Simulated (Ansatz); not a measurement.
## Tc of Sr (Fm-3m) from its phonons

Wanted: λ, ω_log and Tc of Sr (Fm-3m). The cell shown first is a relaxed one, from steps not shown here.

Method: DFT PBE, scalar-relativistic, plane waves, PAW, in Ansatz 0.2.0.

This is a report of a sequence of runs, with most program output left out.

### Step 1. The cell after earlier relaxation steps

Symmetry: Fm-3m, No. 225, cubic system. Conventional cell: a = 6.021 Å, b = 6.021 Å, c = 6.021 Å, α = 90.00°, β = 90.00°, γ = 90.00°. Nearest to Sr lie 12 Sr at 4.26 Å.

### Step 2. Electron–phonon run: q 4×4×4, k 12×12×12, scattering 16×16×16

The run that gives the couplings also evaluates McMillan's and Allen and Dynes's formulas and, where asked, the Eliashberg equations, over a range of μ*.

input.yaml

```yaml
crystal:
  lattice:
    - [0.0, 3.0105140897, 3.0105140897]
    - [3.0105140897, 0.0, 3.0105140897]
    - [3.0105140897, 3.0105140897, 0.0]
  atoms:
    - { symbol: Sr, position: [0.0, 0.0, 0.0] }
kpoints:
  mp_grid: { grid: [12, 12, 12] }
hamiltonian:
  xc: pbe
scf:
  occupations: { method: methfessel_paxton, width: 0.2 }
output:
  eigenvalues: true
phonons:
  method: dfpt
  qmesh: [4, 4, 4]
  temperatures: { t_max: 1000, t_step: 50 }
  qpath:
    path:
      - [[0.0, 0.0, 0.0], [0.5, 0.0, 0.5], [0.625, 0.25, 0.625]]
      - [[0.375, 0.375, 0.75], [0.0, 0.0, 0.0], [0.5, 0.5, 0.5], [0.5, 0.25, 0.75], [0.5, 0.0, 0.5]]
    npoints: 10
  electrical_resistivity:
    mesh: [16, 16, 16]
    temperatures: [20.0, 50.0, 80.0, 100.0, 150.0, 200.0, 273.0, 300.0, 400.0, 500.0, 600.0, 800.0]
  superconductivity: { mesh: [16, 16, 16] }
```

Command:

```bash
$ ansatz run input.yaml --threads 4 --pin off --max-ram 12288MiB --backend cpu --events-out ev --progress --plain --runs-dir out
```

It took 2.6 min on 4 threads of Arm Neoverse V2, shared host; peak memory 4.1 GiB.

Numbers from this step:

* volume per atom: 54.57 Å³
* metallic on mesh: yes
* gap on the k-mesh: 0 eV
* zero point energy: 0.01282 eV/cell
* share of imaginary modes in the plain interpolation between solved wavevectors: 0
* highest frequency, solved or plainly interpolated: 103.5 cm⁻¹
* Debye temperature (second moment): 133 K
* resistivity at 300 K: 21.53 μΩ cm
* coupling constant λ: 0.1486
* density of states at the Fermi level: 1.187 states/eV a spin and cell
* log mean phonon energy ħω_log: 6.582 meV
* transport coupling constant λ_tr: 0.2088, 0.2088, 0.2088 (xx, yy, zz)
* Drude plasma energy: 2.441, 2.441, 2.441 eV (xx, yy, zz)
* resistivity times mean free path: 27.4, 27.4, 27.4 × 10⁻¹⁶ Ω m² (xx, yy, zz)
* second-moment phonon energy ħω₂: 8.445 meV
* coupling λ by branch: 0.0505, 0.0211, 0.077 (branches by rank of frequency)

An empty cell: under 1 mK by a formula, or no transition down to the floor of the Eliashberg search. Transition temperatures:

```tsv
μ*	McMillan Tc (K)	Allen–Dynes Tc (K)
0.08	-	-
0.1	-	-
0.12	-	-
0.13	-	-
0.14	-	-
0.16	-	-
0.2	-	-
```

### Step 3. Electron–phonon run: q 4×4×4, k 16×16×16, scattering 20×20×20

The next rung changes the k mesh of the density and its response; the scattering mesh, which samples the Fermi surface.

input.yaml, as its differences from that of step 2:

```diff
@@ -8,3 +8,3 @@
 kpoints:
-  mp_grid: { grid: [12, 12, 12] }
+  mp_grid: { grid: [16, 16, 16] }
 hamiltonian:
@@ -25,4 +25,4 @@
   electrical_resistivity:
-    mesh: [16, 16, 16]
+    mesh: [20, 20, 20]
     temperatures: [20.0, 50.0, 80.0, 100.0, 150.0, 200.0, 273.0, 300.0, 400.0, 500.0, 600.0, 800.0]
-  superconductivity: { mesh: [16, 16, 16] }
+  superconductivity: { mesh: [20, 20, 20] }
```

Run time: 4.4 min. Hardware: 4 threads; peak memory 4.1 GiB.

Numbers from this step:

```yaml
zero_point_energy: 0.01281 eV/cell
resistivity_at_300_k: 21.99 μΩ cm
coupling_constant_lambda: 0.1258
density_of_states_at_the_fermi_level: 0.8257 states/eV a spin and cell
log_mean_phonon_energy_omega_log: 6.706 meV
transport_coupling_constant_lambda_tr: 0.1477, 0.1477, 0.1477 (xx, yy, zz)
drude_plasma_energy: 2.404, 2.404, 2.404 eV (xx, yy, zz)
resistivity_times_mean_free_path: 27.25, 27.25, 27.25 × 10⁻¹⁶ Ω m² (xx, yy, zz)
second_moment_phonon_energy_omega: 8.466 meV
coupling_lambda_by_branch: 0.0428, 0.0189, 0.064 (branches by rank of frequency)
```

An empty cell: under 1 mK by a formula, or no transition down to the floor of the Eliashberg search. Transition temperatures:

```tsv
μ*	McMillan Tc (K)	Allen–Dynes Tc (K)
0.08	-	-
0.1	-	-
0.12	-	-
0.13	-	-
0.14	-	-
0.16	-	-
0.2	-	-
```

For the coupling constant λ, step 2 gave 0.149; this run, with k-mesh 16×16×16 and scattering mesh 20×20×20, gives 0.126 (-15 %).

### Step 4. Resistivity: q 4×4×4, k 16×16×16, scattering 28×28×28

The next rung changes the scattering mesh, which samples the Fermi surface.

input.yaml, as its differences from that of step 3:

```diff
@@ -25,4 +25,4 @@
   electrical_resistivity:
-    mesh: [20, 20, 20]
+    mesh: [28, 28, 28]
     temperatures: [20.0, 50.0, 80.0, 100.0, 150.0, 200.0, 273.0, 300.0, 400.0, 500.0, 600.0, 800.0]
-  superconductivity: { mesh: [20, 20, 20] }
+  superconductivity: { mesh: [28, 28, 28] }
```

It took 5.4 min on 4 threads; peak memory 4.1 GiB; 21 min of CPU time.

This step gave:

| Item | Value |
| --- | --- |
| resistivity at 300 K | 22.93 μΩ cm |
| coupling constant λ | 0.1432 |
| density of states at the Fermi level | 1.013 states/eV a spin and cell |
| log mean phonon energy ħω_log | 6.966 meV |
| transport coupling constant λ_tr | 0.169, 0.169, 0.169 (xx, yy, zz) |
| Drude plasma energy | 2.247, 2.247, 2.247 eV (xx, yy, zz) |
| resistivity times mean free path | 28.61, 28.61, 28.61 × 10⁻¹⁶ Ω m² (xx, yy, zz) |
| second-moment phonon energy ħω₂ | 8.759 meV |
| coupling λ by branch | 0.0406, 0.0199, 0.0827 (branches by rank of frequency) |

An empty cell: under 1 mK by a formula, or no transition down to the floor of the Eliashberg search. Transition temperatures:

```tsv
μ*	McMillan Tc (K)	Allen–Dynes Tc (K)
0.08	-	-
0.1	-	-
0.12	-	-
0.13	-	-
0.14	-	-
0.16	-	-
0.2	-	-
```

The Eliashberg function α²F has structure finer than the step of the table below, so its rows give means over 0.5 meV, whole bins alone (the curve runs from 0.05 to 12.8 meV). Peaks (meV: height): α²F 11.69: 0.463; α²F tr 11.69: 0.412.

Eliashberg function α²F against phonon energy; means over each step:

```tsv
phonon energy (meV)	α²F	α²F tr
0.5	6.9e-4	5.9e-4
1.0	0.00337	0.00407
1.5	0.00573	0.00887
2.0	0.00713	0.0118
2.5	0.00789	0.0125
3.0	0.00857	0.0129
3.5	0.0102	0.0143
4.0	0.0118	0.0165
4.5	0.0143	0.0199
5.0	0.0173	0.0250
5.5	0.0214	0.0322
6.0	0.0274	0.0437
6.5	0.0364	0.0578
7.0	0.0440	0.0658
7.5	0.0454	0.0656
8.0	0.0502	0.0717
8.5	0.0502	0.0685
9.0	0.0505	0.0601
9.5	0.0575	0.0579
10.0	0.0796	0.0724
10.5	0.124	0.100
11.0	0.147	0.121
11.5	0.282	0.248
12.0	0.0496	0.0558
12.5	0.00979	0.0167
```

### Step 5. Results

```
meshes                        : q 4×4×4, k 16×16×16, scattering 28×28×28
coupling constant λ           : 0.143
log mean phonon energy ħω_log : 6.97 meV
```

In words: In the last run (PBE, q 4×4×4, k 16×16×16, scattering 28×28×28), with λ = 0.14 and ħω_log = 6.97 meV, Tc at μ* = 0.13 is under 1 mK by the formulas. Wikipedia's list of superconducting elements holds no transition of Sr at normal pressure, in line with the calculation. In that run Allen and Dynes's formula gives no transition above 0.05 K at μ* = 0.10 or more. By the run's own test λ is not converged in the fine mesh: it moves by 23 % between the two finest, and by up to 52 % in the other runs. The run's transport test calls it not converged in the mesh. Over the runs, λ takes the values 0.149, 0.126 and 0.143, in the order shown. μ* is a typed number, phonons are harmonic, and spin fluctuations are left out; with λ this near or under μ*(1 + 0.62 λ), the formulas give Tc only to its order of magnitude, or none.

[Logs are printed without paths, hosts, clocks, repeated set-up lines and the standing remarks that a program may print on its own settings, such as how far it seeks lower states.]

[Hosts, paths, dates, database ids (printed as entryN), source tags and the programs' standing remarks are cut or masked in the printed files.]
